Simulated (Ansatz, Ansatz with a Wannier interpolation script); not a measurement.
# From a coarse GW mesh to bands everywhere: Si3N4 (P6_3/m), part 2 of 2

Wanted: quasiparticle gap and band widths of Si3N4 (P6_3/m) over the whole zone.

Ansatz 0.2.0; LDA, Wannier functions and G0W0, plane waves, PAW. Known limits of the many-body steps: not at the basis limit.

So far. Step 2 (LDA bands): The gap is indirect, with the least direct gap 0.20 eV higher.

## 3. Wannier functions (N:2p Si:3s Si:3p) on 6×6×12

Localised functions give a small Hamiltonian that interpolates between mesh points at no cost.

This step: maximally localised Wannier functions, LDA, plane waves, PAW.

The input, input.yaml:

```yaml
crystal:
  lattice:
    - [7.6044, 0.0, 0.0]
    - [-3.8022, 6.5856035805, 0.0]
    - [0.0, 0.0, 2.9063]
  atoms:
    - { symbol: Si, position: [0.768477, 0.174557, 0.25] }
    - { symbol: Si, position: [0.59392, 0.768477, 0.75] }
    - { symbol: Si, position: [0.825443, 0.59392, 0.25] }
    - { symbol: Si, position: [0.231523, 0.825443, 0.75] }
    - { symbol: Si, position: [0.40608, 0.231523, 0.25] }
    - { symbol: Si, position: [0.174557, 0.40608, 0.75] }
    - { symbol: "N", position: [0.0305, 0.33024, 0.25] }
    - { symbol: "N", position: [0.70026, 0.0305, 0.75] }
    - { symbol: "N", position: [0.66976, 0.70026, 0.25] }
    - { symbol: "N", position: [0.9695, 0.66976, 0.75] }
    - { symbol: "N", position: [0.29974, 0.9695, 0.25] }
    - { symbol: "N", position: [0.33024, 0.29974, 0.75] }
    - { symbol: "N", position: [0.6666666667, 0.3333333333, 0.25] }
    - { symbol: "N", position: [0.3333333333, 0.6666666667, 0.75] }
kpoints:
  mp_grid: { grid: [3, 3, 6] }
hamiltonian:
  xc: lda
scf:
  occupations: { method: fixed }
  n_extra_bands: 77
output:
  wannier:
    kmesh: [6, 6, 12]
    projections:
      - { species: "N", l: p, shell: 2 }
      - { species: Si, l: s, shell: 3 }
      - { species: Si, l: p, shell: 3 }
    minimise: true
    write_hr: true
    seedname: w
    conv_tol: 1.0e-07
    max_iter: 4000
    disentanglement:
      window: [-1.97, 26.46]
      frozen_window: [-1.97, 16.17]
      conv_tol: 1.0e-08
```

On the command line:

```sh
> ansatz run input.yaml --threads 3 --pin off --max-ram 92160MiB --backend cuda --events-out ev --progress --plain --runs-dir out --devices 1 --max-vram 13GiB  # rebuilt from the run's record
```

Numbers of over 12 decimals in the logs are rounded to 6 here.

The log of the run:

```text
[...]
GPUs: using 1 of 1 available (devices: 1).
[...]
GPU FFT provider: cuFFT
GPU libraries: cuBLAS 13.8.2, cuFFT 12.4.0, cuSOLVER 12.3.4
Crystal: 14 atoms, lattice volume = 145.546 Å³
Basis set: ecut = 420 eV, 2823 PW (Γ)
Bands: 109, of which v1, the nominal top of the filled ones, is band 32 counted from 1 (31 counted from 0)
Symmetry: 12 space group operations
[...]
k-points: 12 of 54
[...]
GPU buffer pool allocated for 58320 grid points (all kernels)
[...]
SCF iter   1: F=—  HF=-6660.726504 eV  |F-HF|=—  |Δ(HF+E_count)|=         —  Δρ=9.24e-3  dr2=1.26e-1  ethr=1.77e-3  ⟨swp⟩=4.1  Hψ=4841  notcnv=0  defer=878
[...]
SCF iter   7: F=-6660.687872 eV  HF=-6660.687872 eV  |F-HF|=2.96e-9  |Δ(HF+E_count)|=   4.33e-8  Δρ=2.37e-6  dr2=8.06e-9  ethr=1.56e-10  ⟨swp⟩=12.1  Hψ=9735  notcnv=0
SCF 1 converged in 7 iterations: F = -6660.687872 eV  dr2 = 8.06e-9
[...]
NSCF: frozen V_eff on 12 k-points
the band table was solved once the SCF had ended and its energy, with any forces and stress, was formed, with the checks that follow a solve (5024 applications of the Hamiltonian). They found nothing against the state; the energy, forces and stress were not computed again (output.eigenvalues in the input reference)
[...]
the Wannier pass solved 59 of the 432 points of its mesh, and has the states at the others by symmetry: states obtained by the crystal's operations at points that were solved too leave a residual of 4.06e-13 eV (read by the count's bands and the next), within 8.33e-6 eV
SCF converged after 7 iterations
Free energy (F): -6660.687872 eV
[...]
Internal energy: -6660.687872 eV  (E = F + TS)
E sigma→0 (E₀):  -6660.687872 eV
Fermi energy:    8.021957 eV
[...]
--- Band table (eV; the first three rows and the last of 12) ---
  k-point 0: bands = [... 28 lower, 6.7067, 7.5480, 7.6216, 7.8188, 12.1745, 12.6190, 12.7789, 12.7789, ... 73 higher]
  k-point 1: bands = [... 28 lower, 6.7329, 6.7329, 6.8547, 8.0220, 13.5424, 13.8463, 13.8463, 14.0232, ... 73 higher]
  k-point 2: bands = [... 28 lower, 6.2899, 6.5538, 6.5538, 7.6785, 12.9196, 12.9196, 13.8261, 13.8261, ... 73 higher]
  k-point 11: bands = [... 28 lower, 6.5861, 6.5861, 6.8866, 6.8866, 12.8985, 12.8985, 13.6759, 13.6759, ... 73 higher]
Wannier search: line search 1 of at most 4000: gauge-dependent spread (as the search counts it) 18.1729563 Å², largest recent change 1.1e1 Å² and fall left 4.4e-2 Å² against conv_tol 1.0e-7 Å², 0 stops escaped
```

Elapsed: 49 s, on 1 × NVIDIA H100 80GB HBM3 (shared by 6 runs) with 3 threads of AMD EPYC 7R13 (Zen 3), shared host; peak memory 2.1 GiB; 70 s of CPU time.

w.win, one line in 2:

```text
! ansatz wannier90 interface
! states of the run's bands (counted from 1): 1-75
num_wann  = 48
conv_tol = 1e-7
dis_win_min = -1.97
dis_froz_min = -1.97
dis_num_iter = 10000
guiding_centres = true
write_hr = true
begin unit_cell_cart
        7.604399999977838                      0.0                      0.0
                      0.0                      0.0                   2.9063

Si                  0.768477                 0.174557                     0.25
Si                  0.825443                  0.59392                     0.25
Si                   0.40608                 0.231523                     0.25
N                     0.0305                  0.33024                     0.25
N                    0.66976                  0.70026                     0.25
N                    0.29974                   0.9695                     0.25
N         0.6666666666666667       0.3333333333333333                     0.25
end atoms_frac
mp_grid = 6 6 12
```

This step gave:

| Quantity | Value |
| --- | --- |
| gauge-invariant spread | 59.02 Å² |
| diagonal spread | 0.05829 Å² |
| off-diagonal spread | 4.472 Å² |
| total spread | 63.55 Å² |
| least projectability | 0.1460 |
| localisation steps | 36 |
| disentanglement steps | 345 |
| r.m.s. interpolation error | 4.46e-4 eV |
| r.m.s. error near the gap | 6.39e-4 eV |

Near the gap the model misses directly solved bands by 0.6 meV r.m.s. and by 7 meV at most in the window tested. This tests the starting bands, not the corrections carried with them.

Wannier functions, by row, the first 40 of 48 rows:

```
function   x (Å)  y (Å)  z (Å)  spread (Å²)  nearest atom  distance (Å)
       1  -0.984  2.195  0.727        0.923            N7         0.044
       2  -1.049  2.142  0.727        0.966            N7         0.041
       3  -1.007  2.189  0.727         1.03            N7         0.023
       4   5.211  0.245   2.18        0.923            N8         0.044
       5   5.205  0.223   2.18         1.03            N8         0.023
       6   5.225  0.163   2.18        0.966            N8         0.041
       7   2.393  4.636  0.727        0.923            N9         0.044
       8   2.472  4.606  0.727        0.966            N9         0.041
       9   2.409  4.619  0.727         1.03            N9         0.023
      10   4.787   4.39   2.18        0.923           N10         0.044
      11   4.851  4.444   2.18        0.966           N10         0.041
      12   4.809  4.396   2.18         1.03           N10         0.023
      13  -1.409  6.341  0.727        0.923           N11         0.044
      14  -1.403  6.363  0.727         1.03           N11         0.023
      15  -1.423  6.423  0.727        0.966           N11         0.041
      16   1.409   1.95   2.18        0.923           N12         0.044
      17   1.331  1.979   2.18        0.966           N12         0.041
      18   1.393  1.966   2.18         1.03           N12         0.023
      19   3.802  2.195  0.727        1.008           N13             0
      20   3.781  2.157  0.727        0.967           N13         0.043
      21   3.823  2.233  0.727        0.967           N13         0.043
      22       0   4.39   2.18        1.008           N14             0
      23    0.03  4.421   2.18        0.967           N14         0.043
      24   -0.03  4.359   2.18        0.967           N14         0.043
      25   5.223  1.671  0.006        1.576           Si1         0.891
      26   1.164  5.359  1.459        1.576           Si2         0.891
      27   3.546  3.687  1.447        1.575           Si3         0.891
      28   -1.42  4.914    2.9        1.576           Si4         0.891
      29   2.638  1.227  0.006        1.576           Si5         0.891
      30   0.256  2.898    2.9        1.575           Si6         0.891
      31   5.223  1.671  1.447        1.576           Si1         0.891
      32   6.072  0.543  0.727        1.874           Si1         1.079
      33   4.447   0.62  0.727        1.667           Si1         0.905
      34   1.164  5.359    2.9        1.576           Si2         0.891
      35   2.566   5.53   2.18        1.874           Si2         1.079
      36   1.687  4.161   2.18        1.667           Si2         0.905
      37   3.546  3.687  0.006        1.575           Si3         0.891
      38   4.845  3.541  0.727        1.667           Si3         0.905
      39   4.098  4.987  0.727        1.874           Si3         1.079
      40   -1.42  4.914  1.459        1.576           Si4         0.891
```

Frozen up to 8.15 eV; above it the model need not follow the bands. The electronic bands at the labelled points (eV, zero at the valence-band top):

```
    point  band 29  band 30  band 31  band 32  band 33  band 34  band 35  band 36
        Γ    -1.32    -0.47    -0.40    -0.20     4.15     4.60     4.76     4.76
  halfway    -1.37    -0.57    -0.42    -0.22     4.30     4.62     4.78     4.88
        M    -1.38    -0.80    -0.34    -0.26     4.47     4.56     4.71     5.15
  halfway    -1.38    -0.91    -0.33    -0.27     4.53     4.60     4.71     5.23
        K    -1.16    -1.16    -0.29    -0.29     4.55     4.70     4.70     5.42
  halfway    -1.43    -0.63    -0.40    -0.23     4.34     4.67     4.69     4.97
        Γ    -1.32    -0.47    -0.40    -0.20     4.15     4.60     4.76     4.76
  halfway    -1.61    -1.35    -1.35    -0.07     5.54     5.54     6.29     6.56
        A    -1.66    -1.66    -1.38    -1.38     4.55     4.55     4.55     4.55
  halfway    -1.60    -1.60    -1.19    -1.19     4.59     4.59     4.97     4.97
        L    -1.53    -1.53    -1.07    -1.07     4.64     4.64     5.68     5.68
  halfway    -1.49    -1.49    -1.10    -1.10     4.74     4.74     5.71     5.71
        H    -1.44    -1.44    -1.14    -1.14     4.88     4.88     5.65     5.65
  halfway    -1.58    -1.58    -1.16    -1.16     4.62     4.62     5.08     5.08
        A    -1.66    -1.66    -1.38    -1.38     4.55     4.55     4.55     4.55
jump to L    -1.53    -1.53    -1.07    -1.07     4.64     4.64     5.68     5.68
  halfway    -1.51    -1.34    -0.98    -0.63     5.17     5.24     5.97     6.06
        M    -1.38    -0.80    -0.34    -0.26     4.47     4.56     4.71     5.15
jump to H    -1.44    -1.44    -1.14    -1.14     4.88     4.88     5.65     5.65
  halfway    -1.67    -1.33    -0.87    -0.87     5.09     5.55     5.55     6.15
        K    -1.16    -1.16    -0.29    -0.29     4.55     4.70     4.70     5.42
```

The same for Kohn-Sham, solved directly:

```
point  band 29  band 30  band 31  band 32  band 33  band 34  band 35  band 36
    Γ    -1.32    -0.47    -0.40    -0.20     4.15     4.60     4.76     4.76
    M    -1.38    -0.80    -0.34    -0.26     4.47     4.56     4.71     5.15
    K    -1.16    -1.16    -0.29    -0.29     4.55     4.70     4.70     5.42
    Γ    -1.32    -0.47    -0.40    -0.20     4.15     4.60     4.76     4.76
    A    -1.66    -1.66    -1.38    -1.38     4.55     4.55     4.55     4.55
    L    -1.53    -1.53    -1.07    -1.07     4.64     4.64     5.68     5.68
    H    -1.44    -1.44    -1.14    -1.14     4.88     4.88     5.65     5.65
    A    -1.66    -1.66    -1.38    -1.38     4.55     4.55     4.55     4.55
    L    -1.53    -1.53    -1.07    -1.07     4.64     4.64     5.68     5.68
    M    -1.38    -0.80    -0.34    -0.26     4.47     4.56     4.71     5.15
    H    -1.44    -1.44    -1.14    -1.14     4.88     4.88     5.65     5.65
    K    -1.16    -1.16    -0.29    -0.29     4.55     4.70     4.70     5.42
```

## 4. G0W0 at every point of the mesh: 3×3×6 mesh, 607 empty bands, screening to 150 eV

Now the one-shot GW correction: screening in the RPA, then the self-energy of the levels asked for.

This step: G0W0 on LDA, plane waves, PAW.

input.yaml, the sections that differ from step 3:

```yaml
scf:
  occupations: { method: fixed }
gw:
  n_empty_bands: 607
  ecut_chi: 150.0
  qp_bands: [v24, c12]
  screening: { model: contour_deformation }
# crystal, kpoints, hamiltonian: as in step 3
# output: removed
```

The log of the run:

```text
GPUs: using 1 of 1 available (devices: 1).
[...]
GPU FFT provider: cuFFT
GPU libraries: cuBLAS 13.8.2, cuFFT 12.4.0, cuSOLVER 12.3.4
Crystal: 14 atoms, lattice volume = 145.546 Å³
Basis set: ecut = 420 eV, 2823 PW (Γ)
Bands: 46, of which v1, the nominal top of the filled ones, is band 32 counted from 1 (31 counted from 0)
Symmetry: 12 space group operations
[...]
k-points: 12 of 54
[...]
GPU buffer pool allocated for 58320 grid points (all kernels)
[...]
SCF iter   1: F=—  HF=-6660.726376 eV  |F-HF|=—  |Δ(HF+E_count)|=         —  Δρ=9.20e-3  dr2=1.24e-1  ethr=1.77e-3  ⟨swp⟩=5.0  Hψ=2270  notcnv=0  defer=136
[...]
SCF iter   7: F=-6660.687872 eV  HF=-6660.687872 eV  |F-HF|=2.38e-9  |Δ(HF+E_count)|=   9.87e-8  Δρ=3.86e-6  dr2=3.90e-8  ethr=1.56e-10  ⟨swp⟩=14.6  Hψ=2750  notcnv=0
SCF 1 converged in 7 iterations: F = -6660.687872 eV  dr2 = 3.90e-8
[...]
G₀W₀ screening: q 1/12
[... further progress lines ...]
[...]
SCF converged after 7 iterations
Free energy (F): -6660.687872 eV
[...]
Internal energy: -6660.687872 eV  (E = F + TS)
E sigma→0 (E₀):  -6660.687872 eV
Fermi energy:    8.021936 eV
[...]
--- Band table (eV; the first three rows and the last of 12) ---
  k-point 0: bands = [... 28 lower, 6.7066, 7.5480, 7.6216, 7.8188, 12.1745, 12.6190, 12.7789, 12.7789, ... 10 higher]
  k-point 1: bands = [... 28 lower, 6.7328, 6.7328, 6.8547, 8.0219, 13.5424, 13.8463, 13.8463, 14.0232, ... 10 higher]
  k-point 2: bands = [... 28 lower, 6.2899, 6.5537, 6.5537, 7.6785, 12.9196, 12.9196, 13.8261, 13.8261, ... 10 higher]
  k-point 11: bands = [... 28 lower, 6.5861, 6.5861, 6.8866, 6.8866, 12.8985, 12.8985, 13.6759, 13.6759, ... 10 higher]
--- G₀W₀: contour deformation, 6 samples at zero and on the imaginary axis and 3 off it, 54 q-points, 607 empty bands' worth ---
  eigenvalues of the whole cell's RPA ε∞ on this k-mesh (on a slab, of 1 + 4πα/V) = 4.0857, 4.0857, 4.1852; static W/v taken at q = 0 is 0.242409
  bands read: the sum over 639 bands ends inside a degenerate multiplet in 5 slots, whose members it reads at an even weight; the widest, k=3: bands 639 to 642 (counted from 1) at 1/4 each
    ik  band        ε_KS         Σx   Σc(E_QP)       V_xc       Z   E_QP_lin       E_QP  E_QP is
     0     9     -0.0768   -22.8442     4.7014   -16.9655  0.7519    -1.2784    -1.2541  root
     0    10     -0.0768   -22.8442     4.7014   -16.9655  0.7519    -1.2784    -1.2541  root
     0    11      0.0110   -22.9247     4.7135   -17.0338  0.7496    -1.1867    -1.1664  root
     0    12      0.6393   -22.2298     4.4546   -16.6048  0.7492    -0.5381    -0.5311  root
     0    13      0.6393   -22.2298     4.4546   -16.6048  0.7492    -0.5381    -0.5311  root
     0    14      2.1362   -21.2300     4.1643   -15.9484  0.7561     0.9942     1.0190  root
     0    15      2.1362   -21.2300     4.1643   -15.9484  0.7561     0.9942     1.0190  root
     0    16      2.9879   -20.1258     4.1804   -14.7945  0.7526     1.8109     1.8370  root
     0    17      3.4075   -22.3093     3.6177   -17.6300  0.7814     2.3336     2.3459  root
     0    18      3.9391   -21.7943     3.7106   -17.0325  0.7756     2.8741     2.8880  root
     0    19      3.9391   -21.7943     3.7106   -17.0325  0.7756     2.8741     2.8880  root
     0    20      4.0976   -22.4949     3.4057   -18.0932  0.7873     3.0922     3.1016  root
     0    21      4.0976   -22.4949     3.4057   -18.0932  0.7873     3.0922     3.1016  root
     0    22      4.6648   -22.4566     3.2684   -18.2367  0.7904     3.7053     3.7132  root
[...]
11    40     14.2130    -6.4878    -4.6910   -12.2563  0.8277    15.2994    15.2904  root
    11    41     14.4925    -7.3853    -4.7392   -13.2488  0.8242    15.6263    15.6168  root
    11    42     14.4925    -7.3853    -4.7392   -13.2488  0.8242    15.6263    15.6168  root
    11    43     15.4863    -7.0934    -4.9894   -13.3145  0.8180    16.7317    16.7180  root
    11    44     15.4863    -7.0934    -4.9894   -13.3145  0.8180    16.7317    16.7180  root
```

Elapsed: 73 s, on 1 × NVIDIA H100 80GB HBM3 (shared by 6 runs) with 3 threads; peak memory 2 GiB; 2 min of CPU time.

Numbers from this step:

```yaml
bands_summed: 639
rpa_eps_infinity_on_this_mesh_eigenvalues: 4.086, 4.086, 4.185
plane_waves_in_the_screening_matrix: 611
q_points_in_the_mesh: 54
g0w0_gap_on_the_mesh: 6.030 eV
k_of_the_valence_top: 0, 0, 0.1667
k_of_the_conduction_bottom: 0, 0, 0
starting_gap_on_the_mesh: 4.153 eV
z_at_the_valence_top: 0.7889
z_at_the_conduction_bottom: 0.8329
least_direct_g0w0_gap_on_the_computed_points: 6.266 eV
```

The gap on the mesh goes from 4.15 eV to 6.03 eV, a correction of +1.88 eV. Between the two edge states, bare exchange in place of the xc potential would open the gap by 9.44 eV, and correlation takes back 7.56 eV.

## 5. Interpolating the corrections

A script adds the corrections, carried to the Wannier functions and back, to the LDA levels, along the path and on a 13×13×18 mesh.

| Property | Result |
| --- | --- |
| G0W0 gap over the zone | 6.030 eV |
| conduction bottom at | Γ |
| starting gap over the zone | 4.152 eV |
| least direct G0W0 gap | 6.266 eV |
| G0W0 gap on the mesh | 6.030 eV |
| valence width, start | 9.842 eV |
| valence width, G0W0 | 10.26 eV |
| gap by a rigid shift | 6.030 eV |

Levels solved directly plus the interpolated quasiparticle correction. Limits: finite bands, cutoff and mesh. Quasiparticle bands along the path, in eV, zero at the valence-band top of each set:

```
    point  band 29  band 30  band 31  band 32  band 33  band 34  band 35  band 36
        Γ    -1.40    -0.52    -0.44    -0.23     6.03     6.23     6.68     6.68
  halfway    -1.47    -0.62    -0.46    -0.25     6.19     6.50     6.66     6.71
        M    -1.49    -0.87    -0.38    -0.29     6.34     6.47     6.63     6.96
  halfway    -1.49    -0.99    -0.36    -0.30     6.43     6.50     6.63     7.09
        K    -1.26    -1.26    -0.33    -0.33     6.46     6.60     6.60     7.34
  halfway    -1.54    -0.69    -0.45    -0.26     6.24     6.56     6.58     6.80
        Γ    -1.40    -0.52    -0.44    -0.23     6.03     6.23     6.68     6.68
  halfway    -1.75    -1.46    -1.46    -0.09     7.44     7.44     7.87     8.55
        A    -1.82    -1.82    -1.52    -1.52     6.34     6.34     6.34     6.34
  halfway    -1.76    -1.76    -1.31    -1.31     6.40     6.40     6.80     6.80
        L    -1.68    -1.68    -1.18    -1.18     6.46     6.46     7.55     7.55
  halfway    -1.63    -1.63    -1.21    -1.21     6.58     6.58     7.58     7.58
        H    -1.57    -1.57    -1.25    -1.25     6.75     6.75     7.46     7.46
  halfway    -1.74    -1.74    -1.28    -1.28     6.44     6.44     6.92     6.92
        A    -1.82    -1.82    -1.52    -1.52     6.34     6.34     6.34     6.34
jump to L    -1.68    -1.68    -1.18    -1.18     6.46     6.46     7.55     7.55
  halfway    -1.65    -1.47    -1.08    -0.69     7.06     7.06     7.89     7.92
        M    -1.49    -0.87    -0.38    -0.29     6.34     6.47     6.63     6.96
jump to H    -1.57    -1.57    -1.25    -1.25     6.75     6.75     7.46     7.46
  halfway    -1.82    -1.47    -0.96    -0.96     6.95     7.47     7.47     7.99
        K    -1.26    -1.26    -0.33    -0.33     6.46     6.60     6.60     7.34
```

The same for LDA:

(Unchanged from step 3.)

Corrections by starting level (eV, on the run's own energy scale, so only their differences matter):

```
start  correction
-9.84       −1.18
-8.31       −1.20
-7.34       −1.17
-5.86       −1.11
-5.12       −1.09
-4.58       −1.06
-3.92       −1.00
-2.96       −0.99
-1.71       −0.92
-1.30       −0.90
 0.00       −0.77
 4.55       +1.02
 5.18       +1.07
 6.07       +1.15
 7.00       +1.25
 7.50       +1.33
 8.43       +1.30
```

## 6. Results

```yaml
lda_gap: 4.15 eV
g0w0_gap_over_the_zone: 6.03 eV, indirect
least_direct_g0w0_gap_in_the_model: 6.27 eV
gw_settings: 3×3×6 mesh, 607 empty bands, screening to 150 eV
known_limits: not at the basis limit
```

**Reading.** The Wannier model follows the LDA bands to under 1 meV r.m.s. near the gap. The G0W0 gap over the zone is 6.03 eV, indirect, from k = (0.000, 0.000, 0.167) to Γ; on the mesh alone it is 6.03 eV, nearly the same. The valence width in the model goes from 9.84 eV to 10.26 eV. Bands and cutoff are finite, so the gap is not at the basis limit. The miss can reach some tenths of an eV and take either sign; the mesh is an error of its own. Above the frozen window of the model the interpolated levels need not meet the computed ones, even at points of the mesh.

[Paths, hosts, dates, memory and timing lines, banners, echoed tables and standing remarks are left out of the program output.]

[Logs are printed without paths, hosts, clocks, repeated set-up lines and the standing remarks that a program may print on its own settings, such as how far it seeks lower states.]

[Runs of the session that timed out or met a known fault of the program may be left out.]

[Hosts, paths, dates, database ids (printed as entryN), source tags and the programs' standing remarks are cut or masked in the printed files.]
